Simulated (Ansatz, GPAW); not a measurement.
# How MoS3 (model structure) absorbs and reflects light, part 2 of 3

Aim: the dielectric function of MoS3 (model structure), and the optical constants that follow from it. The cell was made here by substitution or stacking, whether or not such a phase is known. It was built so: All O replaced by S and W replaced by Mo in the Pm-3m structure of WO3. The cell is first relaxed with Ansatz.

GPAW 26.7.0; DFT, PBE, plane-wave PAW (GPAW data sets), scalar-relativistic, RPA, optical limit.

So far: The structure; Relaxation.

### 3. Ground state

First the ground state: is it a metal or has it a gap?

This step: DFT, PBE, plane-wave PAW (GPAW data sets), scalar-relativistic, ground state (GPAW 26.7.0).

The input, gs.py:

```python
from ase import Atoms
from ase.dft.bandgap import bandgap
from gpaw import GPAW, PW, FermiDirac

atoms = Atoms(['Mo', 'S', 'S', 'S'],
              cell=[[4.686162756700, 0.000000000000, 0.000000000000],
                    [0.000000000000, 4.686162756700, 0.000000000000],
                    [0.000000000000, 0.000000000000, 4.686162756700]],
              scaled_positions=[[1.000000000000, 0.000000000000, 1.000000000000],
                                [0.500000000000, 1.000000000000, 1.000000000000],
                                [0.000000000000, 0.500000000000, 1.000000000000],
                                [0.000000000000, 0.000000000000, 0.500000000000]],
              pbc=[True, True, True])
atoms.calc = GPAW(mode=PW(500), xc='PBE', kpts={'size': (5, 5, 5), 'gamma': True},
                  occupations=FermiDirac(0.05), maxiter=150, txt='gs.txt')
print('energy (eV)', atoms.get_potential_energy())
print('Fermi level (eV)', atoms.calc.get_fermi_level())
print('valence electrons', atoms.calc.get_number_of_electrons())
print('gap (eV)', bandgap(atoms.calc, output=None)[0])
print('direct gap (eV)', bandgap(atoms.calc, direct=True, output=None)[0])
atoms.calc.write('gs.gpw')
```

The run is started by

```bash
> OMP_NUM_THREADS=1 python gs.py
```

Numbers of over 12 decimals in the logs are rounded to 6 here.

Log:

```text
__  _  _
 | _ |_)|_||  |
 |__||  | ||/\| - 26.7.0

Versions:
  Python: 3.12.14
  ASE:    3.29.0
  Numpy:  2.5.5
  Scipy:  1.18.1
  Libxc:  7.0.0

Input parameters:
  mode=PW(ecut=500.0),
  kpts=MonkhorstPack(size=(5, 5, 5), gamma=True),
  maxiter=150,
  occupations=Occupations(name='fermi-dirac', width=0.05, fixmagmom=False),
  xc=XC(name='PBE')

Diagonalizing LCAO Hamiltonian
Converting LCAO to pw mode
    .-----------.
   /|           |
  / |           |
 *  |           |
 |  |           |
 |  |           |
 S  .-----------.
 | S           /
 |/           /
 Mo----S-----*

Atoms  # Å, Bohr magnetons
|   | symbol |        x |        y |        z |    initial magnetic moments |
| 0 |     Mo | 4.686163 | 0.000000 | 4.686163 | ( 0.0000,  0.0000,  0.0000) |
| 1 |      S | 2.343081 | 4.686163 | 4.686163 | ( 0.0000,  0.0000,  0.0000) |
| 2 |      S | 0.000000 | 2.343081 | 4.686163 | ( 0.0000,  0.0000,  0.0000) |
| 3 |      S | 0.000000 | 0.000000 | 2.343081 | ( 0.0000,  0.0000,  0.0000) |

Unit cell  # Å
| periodic |        x |        y |        z |  lengths |    angles |
|      yes | 4.686163 | 0.000000 | 0.000000 | 4.686163 | 90.000000 |
|      yes | 0.000000 | 4.686163 | 0.000000 | 4.686163 | 90.000000 |
|      yes | 0.000000 | 0.000000 | 4.686163 | 4.686163 | 90.000000 |

Number of symmetries: 48
Symmetry operations  # r_c * U_cc + t_c -> r_c
|    | kind |            matrix            |
|  0 |  E   |  1, 0, 0,  0, 1, 0,  0, 0, 1 |
|  1 |  σ   |  1, 0, 0,  0, 1, 0,  0, 0,-1 |
|  2 |  σ   |  1, 0, 0,  0, 0, 1,  0, 1, 0 |
|  3 |  C4  |  1, 0, 0,  0, 0, 1,  0,-1, 0 |
|  4 |  C4  |  1, 0, 0,  0, 0,-1,  0, 1, 0 |
|  5 |  σ   |  1, 0, 0,  0, 0,-1,  0,-1, 0 |
|  6 |  σ   |  1, 0, 0,  0,-1, 0,  0, 0, 1 |
|  7 |  C2  |  1, 0, 0,  0,-1, 0,  0, 0,-1 |
|  8 |  σ   |  0, 1, 0,  1, 0, 0,  0, 0, 1 |
|  9 |  C2  |  0, 1, 0,  1, 0, 0,  0, 0,-1 |
| 10 |  C3  |  0, 1, 0,  0, 0, 1,  1, 0, 0 |
| 11 |  S6  |  0, 1, 0,  0, 0, 1, -1, 0, 0 |
| 12 |  S6  |  0, 1, 0,  0, 0,-1,  1, 0, 0 |
| 13 |  C3  |  0, 1, 0,  0, 0,-1, -1, 0, 0 |
| 14 |  C4  |  0, 1, 0, -1, 0, 0,  0, 0, 1 |
| 15 |  S4  |  0, 1, 0, -1, 0, 0,  0, 0,-1 |
| 16 |  C3  |  0, 0, 1,  1, 0, 0,  0, 1, 0 |
| 17 |  S6  |  0, 0, 1,  1, 0, 0,  0,-1, 0 |
| 18 |  σ   |  0, 0, 1,  0, 1, 0,  1, 0, 0 |
| 19 |  C4  |  0, 0, 1,  0, 1, 0, -1, 0, 0 |
| 20 |  C2  |  0, 0, 1,  0,-1, 0,  1, 0, 0 |
| 21 |  S4  |  0, 0, 1,  0,-1, 0, -1, 0, 0 |
| 22 |  S6  |  0, 0, 1, -1, 0, 0,  0, 1, 0 |
| 23 |  C3  |  0, 0, 1, -1, 0, 0,  0,-1, 0 |
| 24 |  S6  |  0, 0,-1,  1, 0, 0,  0, 1, 0 |
| 25 |  C3  |  0, 0,-1,  1, 0, 0,  0,-1, 0 |
| 26 |  C4  |  0, 0,-1,  0, 1, 0,  1, 0, 0 |
| 27 |  σ   |  0, 0,-1,  0, 1, 0, -1, 0, 0 |
| 28 |  S4  |  0, 0,-1,  0,-1, 0,  1, 0, 0 |
| 29 |  C2  |  0, 0,-1,  0,-1, 0, -1, 0, 0 |
| 30 |  C3  |  0, 0,-1, -1, 0, 0,  0, 1, 0 |
| 31 |  S6  |  0, 0,-1, -1, 0, 0,  0,-1, 0 |
| 32 |  C4  |  0,-1, 0,  1, 0, 0,  0, 0, 1 |
| 33 |  S4  |  0,-1, 0,  1, 0, 0,  0, 0,-1 |
| 34 |  S6  |  0,-1, 0,  0, 0, 1,  1, 0, 0 |
| 35 |  C3  |  0,-1, 0,  0, 0, 1, -1, 0, 0 |
| 36 |  C3  |  0,-1, 0,  0, 0,-1,  1, 0, 0 |
| 37 |  S6  |  0,-1, 0,  0, 0,-1, -1, 0, 0 |
| 38 |  σ   |  0,-1, 0, -1, 0, 0,  0, 0, 1 |
| 39 |  C2  |  0,-1, 0, -1, 0, 0,  0, 0,-1 |
| 40 |  σ   | -1, 0, 0,  0, 1, 0,  0, 0, 1 |
| 41 |  C2  | -1, 0, 0,  0, 1, 0,  0, 0,-1 |
| 42 |  C2  | -1, 0, 0,  0, 0, 1,  0, 1, 0 |
| 43 |  S4  | -1, 0, 0,  0, 0, 1,  0,-1, 0 |
| 44 |  S4  | -1, 0, 0,  0, 0,-1,  0, 1, 0 |
| 45 |  C2  | -1, 0, 0,  0, 0,-1,  0,-1, 0 |
| 46 |  C2  | -1, 0, 0,  0,-1, 0,  0, 0, 1 |
| 47 |  i   | -1, 0, 0,  0,-1, 0,  0, 0,-1 |

BZ-sampling:
  Number of BZ points: 125
  Number of IBZ points: 10

  Monkhorst-Pack size: [5, 5, 5]
  Monkhorst-Pack shift: [0, 0, 0]

K-points  # in reciprocal-cell coordinates
|   |                                coordinates |     weight |
| 0 | (  0.00000000,   0.00000000,   0.00000000) | 0.00800000 |
| 1 | (  0.20000000,   0.00000000,   0.00000000) | 0.04800000 |
| 2 | (  0.20000000,   0.20000000,   0.00000000) | 0.09600000 |
| 3 | (  0.20000000,   0.20000000,   0.20000000) | 0.06400000 |
| 4 | (  0.40000000,   0.00000000,   0.00000000) | 0.04800000 |
| 5 | (  0.40000000,   0.20000000,   0.00000000) | 0.19200000 |
| 6 | (  0.40000000,   0.20000000,   0.20000000) | 0.19200000 |
| 7 | (  0.40000000,   0.40000000,   0.00000000) | 0.09600000 |
| 8 | (  0.40000000,   0.40000000,   0.20000000) | 0.19200000 |
| 9 | (  0.40000000,   0.40000000,   0.40000000) | 0.06400000 |

Plane wave coefficients: 2622
Cutoff: 500.0 eV

Spin-components: 1 (collinear spins)
Bands:           24
Projectors:      21
Spin-degeneracy: 2
Datatype:        complex128

Parallelization:
  kpt:    1
  domain: 1
  band:   1

Density:
  Valence electrons: 32.0
  Components: 1
  Grid points: [25 25 25]
  Charge: 0.0  # |e|

Potential:
  Grid points: [25 25 25]

species:
  Mo:
    name:    Molybdenum
    id:
    Z:       42.0
    valence: 14
    core:    28
    charge:  0.0  # [|e|]
    compensation charges:
      type: gauss
      rc: 0.38  # [Å]
      lmax: 2
    cutoffs:
      filter: 2.16  # [Å]
      core: 1.42  # [Å]
    projectors
    | kind |    occ | energy [eV] | rcut [Å] |
    |   4s |  2.000 |     -64.307 |    1.238 |
    |   5s |  1.000 |      -4.084 |    1.238 |
    |   4p |  6.000 |     -38.491 |    1.296 |
    |   5p |  0.000 |      -1.044 |    1.296 |
    |   4d |  5.000 |      -3.754 |    1.296 |
    |    d |        |      23.458 |    1.296 |

    Using partial waves for Mo as LCAO basis

  S:
    name:    Sulfur
    id:
    Z:       16.0
    valence: 6
    core:    10
    charge:  0.0  # [|e|]
    compensation charges:
      type: gauss
      rc: 0.24  # [Å]
      lmax: 2
    cutoffs:
      filter: 1.77  # [Å]
      core: 1.66  # [Å]
    projectors
    | kind |    occ | energy [eV] | rcut [Å] |
    |   3s |  2.000 |     -17.254 |    0.974 |
    |   3p |  4.000 |      -7.008 |    0.979 |
    |    s |        |       9.957 |    0.974 |
    |    p |        |      20.203 |    0.979 |
    |    d |        |       0.000 |    0.900 |

    Using partial waves for S as LCAO basis

Reference energy: -142706.932324  # eV

eigensolver:
  PPCG
  Converge bands: occupied
  niter=2

density mixing:
  MSR1-Mixer
  Pratt-step length: 0.05
  Maximum mixing coefficient: 0.75
  Old densities: 10
  SVD Regularization: 0.005
  Good broyden scale: 1.0
  Trust region scale: 1.0
  Backstep threshold: 4.0
  History deletion threshold: 6.0
  Fourier metric: weight=20.0, sigma=0.015

occupation numbers:
  Fermi-Dirac:
    width: 0.0500  # eV

poisson solver:
  ecut: 4000.0  # eV

xc functional:
  name: PBE with 2 nearest neighbor stencil

convergence criteria:
- Maximum [total energy] change in last 3 cyles: 0.0005 eV / valence electron
- Maximum integral of absolute [dens]ity change: 0.0001 electrons / valence electron
- Maximum integral of absolute [eigenst]ate change: 4e-08 eV^2 / valence electron
maximum number of iterations: 150

SCF iterations
|iter     |      energy | eigst |  dens |
|iter:   1||  -27.062142 | +0.11 |       |
|iter:   2||  -25.417419 | -1.36 | -0.84 |
|iter:   3||  -23.511570 | -0.83 | -0.97 |
|iter:   4||  -23.478903 | -2.23 | -1.45 |
|iter:   5||  -23.469536 | -1.96 | -1.59 |
|iter:   6||  -23.431935 | -2.53 | -1.68 |
|iter:   7||  -23.426112 | -3.67 | -2.20 |
|iter:   8||  -23.426316c| -5.28 | -3.24 |
|iter:   9||  -23.426108c| -5.85 | -3.32 |
|iter:  10||  -23.426107c| -7.20 | -4.52c|
|iter:  11||  -23.426100c| -7.51c| -4.74c|

Converged in 11 steps
SCF loop duration: 10.152 s (0.923 s/step)
Energy contributions relative to reference atoms: (reference = -142706.932324)

Energy contributions:
  Kinetic:          -1.270557
  Coulomb:          -6.045949
  Zero:             -0.089321
  External:          0.000000
  Xc:              -15.987788
  Entropy:          -0.064967
  Spinorbit:         0.000000
  ----------------------------
  Free energy:     -23.458583
  Extrapolated:    -23.426100

dipole moment: (-47.691865, -47.691865, -47.691865)  # |e|*Ang

Fermi level: 3.544
Eigenvalues  # (at kpt = [0.000, 0.000, 0.000])
| band index |      eig [eV] | occ [0-2] |
|          0 |       -58.797 |     2.000 |
|        ... |               |           |
|         11 |         1.748 |     2.000 |
|         12 |         1.748 |     2.000 |
|         13 |         2.352 |     2.000 |
|         14 |         2.352 |     2.000 |
|         15 |         2.352 |     2.000 |
|         16 |         2.971 |     2.000 |
|         17 |         2.971 |     2.000 |
|         18 |         2.971 |     2.000 |
|         19 |         3.897 |     0.002 |
|         20 |         3.897 |     0.002 |
|         21 |         8.008 |     0.000 |
|         22 |        10.330 |     0.000 |
|         23 |        10.945 |     0.000 |

No gap
No difference between direct/indirect transitions

--- standard output ---
energy (eV) -23.426100
Fermi level (eV) 3.543542
valence electrons 32.0
gap (eV) 0.0
direct gap (eV) 0.0
```

It took 12 s on 1 thread of Arm Neoverse V1, shared host; peak memory 0.16 GiB.

Read-outs, printed or worked out from the files:

```
energy       : -23.43 eV
Fermi energy : 3.544 eV
electrons    : 32
```

There are states at the Fermi level within the smearing, so the occupations stay smeared and the carriers get a Drude term.

### 4. Bands for the response

The response needs many more empty bands than the density does.

This step: DFT, PBE, plane-wave PAW (GPAW data sets), scalar-relativistic, bands at fixed density (GPAW 26.7.0).

The input, nscf.py:

```python
from ase.dft.bandgap import bandgap
from gpaw import GPAW, FermiDirac

calc = GPAW('gs.gpw').fixed_density(kpts={'size': (7, 7, 7), 'gamma': True}, nbands=71, convergence={'bands': 65},
                                    occupations=FermiDirac(0.05), txt='nscf.txt')
print('gap (eV)', bandgap(calc, output=None)[0])
print('direct gap (eV)', bandgap(calc, direct=True, output=None)[0])
print('top band over the Fermi level (eV)', min(calc.get_eigenvalues(kpt=k)[64] for k in range(len(calc.get_ibz_k_points()))) - calc.get_fermi_level())
calc.write('full.gpw', mode='all')
```

The run is started by

```bash
> OMP_NUM_THREADS=1 python nscf.py
```

Log:

```text
Diagonalizing LCAO Hamiltonian
Converting LCAO to pw mode
convergence criteria:
- Maximum integral of absolute [eigenst]ate change: 4e-08 eV^2 / valence electron
maximum number of iterations: 150

SCF iterations
|iter     |      energy | eigst |  dens |
|iter:   1||             | +3.62 |       |
|iter:   2||             | +2.39 |       |
|iter:   3||             | +1.33 |       |
|iter:   4||             | +0.34 |       |
|iter:   5||             | -0.36 |       |
|iter:   6||             | -0.89 |       |
|iter:   7||             | -1.38 |       |
|iter:   8||             | -1.78 |       |
|iter:   9||             | -2.17 |       |
|iter:  10||             | -2.52 |       |
|iter:  11||             | -2.70 |       |
|iter:  12||             | -2.91 |       |
|iter:  13||             | -3.23 |       |
|iter:  14||             | -3.54 |       |
|iter:  15||             | -3.89 |       |
|iter:  16||             | -4.27 |       |
|iter:  17||             | -4.57 |       |
|iter:  18||             | -4.92 |       |
|iter:  19||             | -5.27 |       |
|iter:  20||             | -5.63 |       |
|iter:  21||             | -6.01 |       |
|iter:  22||             | -6.43 |       |
|iter:  23||             | -6.80 |       |
|iter:  24||             | -7.24 |       |
|iter:  25||             | -7.57c|       |
SCF steps: 25
  __  _  _
 | _ |_)|_||  |
 |__||  | ||/\| - 26.7.0

Versions:
  Python: 3.12.14
  ASE:    3.29.0
  Numpy:  2.5.5
  Scipy:  1.18.1
  Libxc:  7.0.0

Input parameters:
  mode=PW(ecut=500.0),
  convergence={'bands': 65},
  gpts=array([25, 25, 25]),
  kpts=MonkhorstPack(size=(7, 7, 7), gamma=True),
  maxiter=150,
  nbands=71,
  occupations=Occupations(name='fermi-dirac', width=0.05, fixmagmom=False),
  parallel={},
  xc=XC(name='PBE')

--- standard output ---
gap (eV) 0.0
direct gap (eV) 0.0
top band over the Fermi level (eV) 28.629247
```

Run time: 2.1 min. Hardware: 1 thread; peak memory 0.23 GiB.

(Part 2 of 3 ends here.)

[Machine, clock and banner lines and Python warnings are left out of the logs.]

[Logs are printed without paths, hosts, clocks, repeated set-up lines and the standing remarks that a program may print on its own settings, such as how far it seeks lower states.]

[Hosts, paths, dates, database ids (printed as entryN), source tags and the programs' standing remarks are cut or masked in the printed files.]
